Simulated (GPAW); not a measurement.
# How PtSe2 (Sudovikovite) absorbs and reflects light

Aim: the dielectric function of PtSe2 (Sudovikovite), and the optical constants that follow from it. The cell comes from an older database entry, whose edges can differ from later determinations, mostly by under a per cent.

Main program and level: GPAW 26.7.0; DFT, PBE, plane-wave PAW (GPAW data sets), scalar-relativistic, RPA, optical limit.

The database entry behind the starting cell has ideal inner coordinates that were not refined, so it need not match the best structure at ambient conditions.

## 1. The starting structure

The structure is trigonal, space group P-3m1 (No. 164). Conventional cell: a = 3.724 Å, b = 3.724 Å, c = 5.062 Å, α = 90.00°, β = 90.00°, γ = 120.00°. Nearest to Pt lie 6 Se at 2.49 Å. Se has 3 Pt at 2.49 Å nearest. Farther neighbours and most contacts between anions are not listed.

Coordinates:

```
Pt Se
1.0
     3.72400    0.00000    0.00000
    -1.86200    3.22508    0.00000
     0.00000    0.00000    5.06200
Pt Se
1 2
Direct
  0.00000 0.00000 0.00000
  0.66667 0.33333 0.75000
  0.33333 0.66667 0.25000
```

## 2. Bands for the response

The response needs many more empty bands than the density does.

This step: DFT, PBE, plane-wave PAW (GPAW data sets), scalar-relativistic, bands at fixed density (GPAW 26.7.0).

nscf.py reads:

```python
from ase.dft.bandgap import bandgap
from gpaw import GPAW, FermiDirac

calc = GPAW('gs.gpw').fixed_density(kpts={'size': (15, 15, 9), 'gamma': True}, nbands=65, convergence={'bands': 59},
                                    occupations=FermiDirac(0.05), txt='nscf.txt')
print('gap (eV)', bandgap(calc, output=None)[0])
print('direct gap (eV)', bandgap(calc, direct=True, output=None)[0])
print('top band over the Fermi level (eV)', min(calc.get_eigenvalues(kpt=k)[58] for k in range(len(calc.get_ibz_k_points()))) - calc.get_fermi_level())
calc.write('full.gpw', mode='all')
```

Launch:

```console
OMP_NUM_THREADS=1 python nscf.py
```

Numbers of over 12 decimals in the logs are rounded to 6 here.

What it wrote:

```text
Diagonalizing LCAO Hamiltonian
Converting LCAO to pw mode
convergence criteria:
- Maximum integral of absolute [eigenst]ate change: 4e-08 eV^2 / valence electron
maximum number of iterations: 150

SCF iterations
|iter     |      energy | eigst |  dens |
|iter:   1||             | +3.70 |       |
|iter:   2||             | +2.47 |       |
|iter:   3||             | +1.25 |       |
|iter:   4||             | -0.03 |       |
|iter:   5||             | -0.92 |       |
|iter:   6||             | -1.85 |       |
|iter:   7||             | -2.56 |       |
|iter:   8||             | -3.46 |       |
|iter:   9||             | -4.14 |       |
|iter:  10||             | -4.97 |       |
|iter:  11||             | -5.59 |       |
|iter:  12||             | -6.12 |       |
|iter:  13||             | -6.56 |       |
|iter:  14||             | -6.95 |       |
|iter:  15||             | -7.29 |       |
|iter:  16||             | -7.57c|       |
SCF steps: 16
  __  _  _
 | _ |_)|_||  |
 |__||  | ||/\| - 26.7.0

Versions:
  Python: 3.12.14
  ASE:    3.29.0
  Numpy:  2.5.5
  Scipy:  1.18.1
  Libxc:  7.0.0

Input parameters:
  mode=PW(ecut=500.0),
  convergence={'bands': 59},
  gpts=array([20, 20, 27]),
  kpts=MonkhorstPack(size=(15, 15, 9), gamma=True),
  maxiter=150,
  nbands=65,
  occupations=Occupations(name='fermi-dirac', width=0.05, fixmagmom=False),
  parallel={},
  xc=XC(name='PBE')

--- standard output ---
gap (eV) 0.0
direct gap (eV) 0.0
top band over the Fermi level (eV) 38.274815
```

The job ended after 8.4 min (1 thread of Arm Neoverse V1, shared host; peak memory 0.56 GiB).

## 3. Dielectric function, RPA

Transitions between filled and empty bands, summed over the zone, give the optical response, so mesh, band count and broadening shape it.

The induced potential is part of this response.

This step: DFT, PBE, plane-wave PAW (GPAW data sets), scalar-relativistic, RPA, optical limit (GPAW 26.7.0).

df.py reads:

```python
from gpaw.response.df import DielectricFunction

df = DielectricFunction('full.gpw', frequencies={'type': 'nonlinear', 'domega0': 0.03, 'omega2': 8},
                        ecut=50,
                        eta=0.15,
                        nbands=59,
                        rate=0.05,
                        txt='df.txt')
for direction in ['x', 'z']:
    df.get_dielectric_function(xc='RPA', direction=direction, filename=f'df_{direction}.csv')
```

Launch:

```console
OMP_NUM_THREADS=1 python df.py
```

What it wrote:

```text
Using integrator: PointIntegrator
NonLinearFrequencyDescriptor(from 0.000 to 96.040 eV, 537 points)
Nonperiodic BCs:  [False False False]
Using integrator: PointIntegrator
NonLinearFrequencyDescriptor(from 0.000 to 96.040 eV, 537 points)
Nonperiodic BCs:  [False False False]
Using integrator: PointIntegrator

Calculating chi0 body with:
    Ground state adapter containing:
    Number of spins: 1
    Number of kpoints: 2025
    Number of irreducible kpoints: 211
    Number of completely occupied states: 13
    Number of partially occupied states: 16

    Linear response parametrization:
    q_c: [0.0, 0.0, 0.0]
    Number of frequency points: 537
    Planewave cutoff: 50.0
    Number of bands: 59
    Number of planewaves: 53
    Broadening (eta): 0.15

Integrating chi0 body.

Symmetries of q_c:
    Direct symmetries (Uq -> q): 12
    Indirect symmetries (TUq -> q): 0
In total 12 allowed symmetries.

211 groups of equivalent kpoints. 89.580247% reduction.

Integral kind: spectral function

Calculating chi0 optical extensions with:
    Ground state adapter containing:
    Number of spins: 1
    Number of kpoints: 2025
    Number of irreducible kpoints: 211
    Number of completely occupied states: 13
    Number of partially occupied states: 16

    Linear response parametrization:
    Number of frequency points: 537
    Planewave cutoff: 50.0
    Number of bands: 59
    Number of planewaves: 53
    Broadening (eta): 0.15
Integrating chi0 head and wings.

Symmetries of q_c:
    Direct symmetries (Uq -> q): 12
    Indirect symmetries (TUq -> q): 0
In total 12 allowed symmetries.

211 groups of equivalent kpoints. 89.580247% reduction.

Integral kind: spectral function wings

Calculating drude chi0 with:
    Number of frequency points:537
    Plasma frequency decay rate: 0.05 eV

    Ground state adapter containing:
    Number of spins: 1
    Number of kpoints: 2025
    Number of irreducible kpoints: 211
    Number of completely occupied states: 13
    Number of partially occupied states: 16

Symmetries of q_c:
    Direct symmetries (Uq -> q): 12
    Indirect symmetries (TUq -> q): 0
In total 12 allowed symmetries.

211 groups of equivalent kpoints. 89.580247% reduction.

Integral kind: intraband
Plasma frequency:
[[2.36-0.j 0.  -0.j 0.  +0.j]
 [0.  +0.j 2.36-0.j 0.  +0.j]
 [0.  +0.j 0.  +0.j 2.78+0.j]]
```

The job ended after 71 s (1 thread; peak memory 0.33 GiB).

Some rows of df_x.csv (energy; Re and Im without local fields; Re and Im with them):

```text
0.000000, 2272.780333, -0.000000, 2270.586524, -0.000000
0.429336, 6.603836, 11.632018, 4.198581, 11.398824
0.878195, 34.388120, 20.435114, 31.276459, 18.984620
1.347938, 15.328657, 33.397378, 14.199613, 30.681011
1.840057, 6.749408, 24.291481, 6.512589, 22.295713
2.356191, 2.329135, 22.328574, 2.868730, 20.355780
2.898142, -3.876679, 17.612843, -2.674366, 16.835949
3.467895, -4.369538, 9.596037, -3.838811, 9.548908
4.067647, -2.303054, 6.114888, -2.155270, 6.116070
4.699832, 0.127265, 5.065244, 0.109021, 5.036840
5.367152, 1.567976, 5.065935, 1.418036, 4.950432
6.072622, 1.099430, 6.413930, 1.064629, 6.241370
6.819608, 0.709677, 6.808182, 0.672627, 6.630184
7.611886, -1.715549, 5.696167, -1.947736, 5.733136
8.453705, -1.955374, 3.971315, -2.253457, 3.707650
9.349861, -0.738331, 2.555421, -1.059072, 2.191949
10.305790, 0.178320, 3.127264, -0.001366, 2.505721
11.327680, -0.308554, 3.645222, -0.152853, 2.828040
12.422601, -1.342988, 2.926152, -0.913627, 2.573811
13.598673, -1.135833, 1.927922, -0.870971, 1.659398
```

Sum at mesh points, not converged in k. The Im ε by photon energy; read off at these points:

```
photon energy (eV)  E ∥ x  E ∥ z
              0.50   9.95   14.7
              1.00   26.8   18.5
              1.08   29.3   19.6
              1.28   30.9   17.9
              1.50   28.3   13.3
              2.00   21.2   9.83
              2.50   19.8   12.2
              2.74   18.6   13.8
              3.00   15.9   12.5
              3.50   9.32   6.52
              4.00   6.51   4.12
              4.50   5.21   3.50
              5.00   5.16   5.80
              5.50   5.34   4.78
              6.00   6.35   4.69
              6.50   6.48   4.21
              7.00   7.11   3.59
              7.50   6.14   3.72
              8.00   4.67   2.83
              8.50   3.56   2.72
              9.00   2.56   3.15
              9.50   2.08   3.18
             10.00   2.22   2.92
             10.50   2.60   2.66
             11.00   2.71   3.28
             11.50   2.82   3.37
             12.00   2.83   2.89
             12.50   2.49   2.55
             13.00   2.10   2.49
             13.50   1.72   2.21
```

Values under 1 per cm are given as 1; sum at mesh points, not converged in k. Absorption coefficient against photon energy:

```
photon energy (eV)  E ∥ x (1/cm)  E ∥ z (1/cm)
             0.492         68057         1.7e5
             1.010         2.4e5         2.3e5
             1.486         4.9e5         3.5e5
             1.985         5.8e5         3.5e5
             2.508         7.8e5         5.1e5
             3.018         9.7e5         7.9e5
             3.510         9.3e5         7.3e5
             3.980         8.9e5         6.3e5
             4.516         7.7e5         4.6e5
             4.981         7.6e5         7.1e5
             5.515         7.8e5         7.8e5
             6.021         9.9e5         8.7e5
             6.494         1.1e6         8.9e5
             6.985         1.3e6         8.9e5
             7.496         1.5e6         9.6e5
             8.026         1.5e6         8.9e5
             8.516         1.5e6         8.3e5
             9.023         1.4e6         9.7e5
             9.483         1.2e6         1.1e6
            10.026         1.1e6         1.1e6
            10.519         1.2e6         1.1e6
            11.029         1.3e6         1.3e6
            11.479         1.4e6         1.4e6
            12.023         1.6e6         1.5e6
            12.504         1.7e6         1.5e6
            13.000         1.7e6         1.5e6
            13.512         1.6e6         1.6e6
```

Sum at mesh points, not converged in k. Table of reflectivity at normal incidence by photon energy; read off at these points:

```
photon energy (eV)  E ∥ x (%)  E ∥ z (%)
             0.500       38.4       59.2
             0.750       49.1       40.1
             1.000       55.2       47.3
             1.110       55.7       48.5
             1.250       56.0       48.4
             1.382       56.1       46.6
             1.500       55.6       43.4
             1.750       51.7       37.9
             2.000       51.1       35.9
             2.250       51.8       37.4
             2.500       52.5       40.2
             2.750       53.9       44.3
             3.000       55.0       47.0
             3.098       55.8       47.9
             3.139       55.9       47.9
             3.250       54.7       46.9
             3.500       51.3       42.1
             3.750       47.2       36.7
             4.000       45.7       31.2
             4.250       38.7       21.9
             4.500       34.1       18.3
             4.750       29.9       21.8
             5.000       28.8       27.5
             5.250       27.0       28.5
             5.500       26.7       26.3
             5.750       28.4       25.4
             6.000       31.1       27.0
             6.250       30.9       24.9
             6.500       32.7       25.7
             6.750       32.9       24.5
             7.000       36.9       23.4
             7.250       38.5       21.2
             7.500       41.5       23.6
             7.750       42.2       23.0
             8.000       41.4       20.5
             8.250       43.3       16.3
             8.500       44.9       16.1
             8.578       44.9       16.2
             8.750       43.1       16.6
             9.000       39.9       18.5
             9.250       36.7       18.9
             9.500       31.6       19.7
             9.750       25.3       19.9
            10.000       21.2       19.3
            10.250       22.0       18.5
            10.500       22.5       16.9
            10.750       23.1       17.1
            11.000       22.7       19.8
            11.250       24.3       22.0
            11.500       25.7       23.7
            11.750       26.4       25.3
            12.000       28.1       25.7
            12.250       30.6       24.7
            12.500       32.5       24.5
            12.750       33.5       23.7
            13.000       33.7       24.4
            13.169       34.4       25.3
            13.250       34.4       25.5
            13.500       33.9       26.1
            13.750       33.0       26.2
```

Sum at mesh points, not converged in k. Table of loss function −Im 1/ε at q → 0 by energy loss; read off at these points:

```
energy loss (eV)   E ∥ x   E ∥ z
           0.398  0.0781  0.0232
           0.500  0.0399  0.0568
           0.750  0.0140  0.0594
           1.000  0.0172  0.0385
           1.250  0.0242  0.0506
           1.500  0.0325  0.0718
           1.750  0.0405  0.0820
           2.000  0.0441  0.0798
           2.250  0.0469  0.0718
           2.500  0.0504  0.0691
           2.750  0.0539  0.0698
           3.000  0.0597  0.0798
           3.250  0.0734   0.103
           3.500  0.0926   0.143
           3.750   0.111   0.179
           4.000   0.133   0.239
           4.156   0.158   0.273
           4.250   0.167   0.270
           4.500   0.190   0.215
           4.700   0.198   0.167
           4.750   0.198   0.159
           5.000   0.191   0.151
           5.250   0.194   0.180
           5.500   0.170   0.201
           5.750   0.156   0.206
           6.000   0.152   0.209
           6.250   0.154   0.229
           6.500   0.152   0.233
           6.750   0.154   0.257
           7.000   0.140   0.273
           7.250   0.150   0.282
           7.500   0.151   0.263
           7.750   0.167   0.307
           8.000   0.184   0.346
           8.250   0.185   0.362
           8.500   0.201   0.316
           8.750   0.243   0.292
           9.000   0.289   0.282
           9.250   0.343   0.293
           9.500   0.416   0.293
           9.750   0.475   0.317
           9.820   0.477   0.321
          10.000   0.451   0.326
          10.250   0.401   0.341
          10.500   0.384   0.342
          10.750   0.384   0.304
          11.000   0.370   0.281
          11.250   0.355   0.286
          11.500   0.352   0.295
          11.750   0.349   0.309
          12.000   0.342   0.343
          12.250   0.335   0.368
          12.500   0.353   0.388
          12.750   0.372   0.401
          13.000   0.394   0.398
          13.250   0.421   0.413
          13.500   0.459   0.436
          13.750   0.510   0.473
```

Sum at mesh points, not converged in k. Table of Im ε, E ∥ x by photon energy; read off at these points:

```
photon energy (eV)  without local fields  with local fields
              0.50                  10.3               9.95
              1.00                  29.1               26.8
              1.28                  33.6               30.9
              1.50                  30.8               28.3
              2.00                  23.1               21.2
              2.50                  21.5               19.8
              3.00                  16.4               15.9
              3.50                  9.36               9.32
              4.00                  6.48               6.51
              4.50                  5.23               5.21
              5.00                  5.22               5.16
              5.50                  5.51               5.34
              6.00                  6.54               6.35
              6.50                  6.63               6.48
              7.00                  7.19               7.11
              7.50                  6.11               6.14
              8.00                  4.84               4.67
              8.50                  3.82               3.56
              9.00                  2.88               2.56
              9.50                  2.48               2.08
             10.00                  2.80               2.22
             10.50                  3.24               2.60
             11.00                  3.48               2.71
             11.50                  3.58               2.82
             12.00                  3.42               2.83
             12.50                  2.84               2.49
             13.00                  2.37               2.10
             13.50                  1.99               1.72
```

At chosen wavelengths:

```
wavelength (nm)   n x    k x  R (%) x  1/α x   n z    k z  R (%) z  1/α z
            800  4.16  3.203     54.9  20 nm  2.84  2.229     42.4  29 nm
            633  3.73  2.870     51.3  18 nm  2.83  1.757     36.2  29 nm
            532  3.44  2.963     51.7  14 nm  3.04  1.818     38.1  23 nm
            450  2.91  3.156     53.9  11 nm  2.89  2.378     44.4  15 nm
            365  1.85  2.751     52.8  11 nm  1.65  2.229     44.9  13 nm
            308  1.48  2.144     44.9  11 nm  1.35  1.480     30.0  17 nm
            248  1.71  1.505     28.8  13 nm  2.05  1.416     27.5  14 nm
```

In reflection the computed colour is light grey: x = 0.304, y = 0.319, luminous reflectivity 45 %.

## 4. Results

What this shows: At this level (PBE, RPA) PtSe2 is a metal. The mesh is too coarse to trust the carriers' weight, the reflectivity or the colour to better than tens of per cent. In reflection the computed colour is light grey: x = 0.304, y = 0.319, luminous reflectivity 45 %. The carriers' damping of 0.05 eV is typed, not computed; it shapes the response at the lowest energies. The run has no spin polarisation; magnetic order or correlation, untested here, could change the spectrum. Spin-orbit coupling is left out although heavy atoms are present. In this version of GPAW the matrix elements of the optical limit are incomplete, which can lower ε − 1 by up to a tenth where first-row anions or d states rule, and shift it by more in d metals. GPAW's carrier term has the form −ωp²/(ω + i·rate)², which damps like twice the rate and fails at low energy, so the curves leave the lowest energies out. The sum runs over mesh points 0.14 Å⁻¹ apart with no interpolation, so peaks are partly noise of the mesh, and the Drude plasma energy, a sum over the Fermi surface, isn't converged.

[Machine, clock and banner lines and Python warnings are left out of the logs.]

[Logs are printed without paths, hosts, clocks, repeated set-up lines and the standing remarks that a program may print on its own settings, such as how far it seeks lower states.]

[Hosts, paths, dates, database ids (printed as entryN), source tags and the programs' standing remarks are cut or masked in the printed files.]
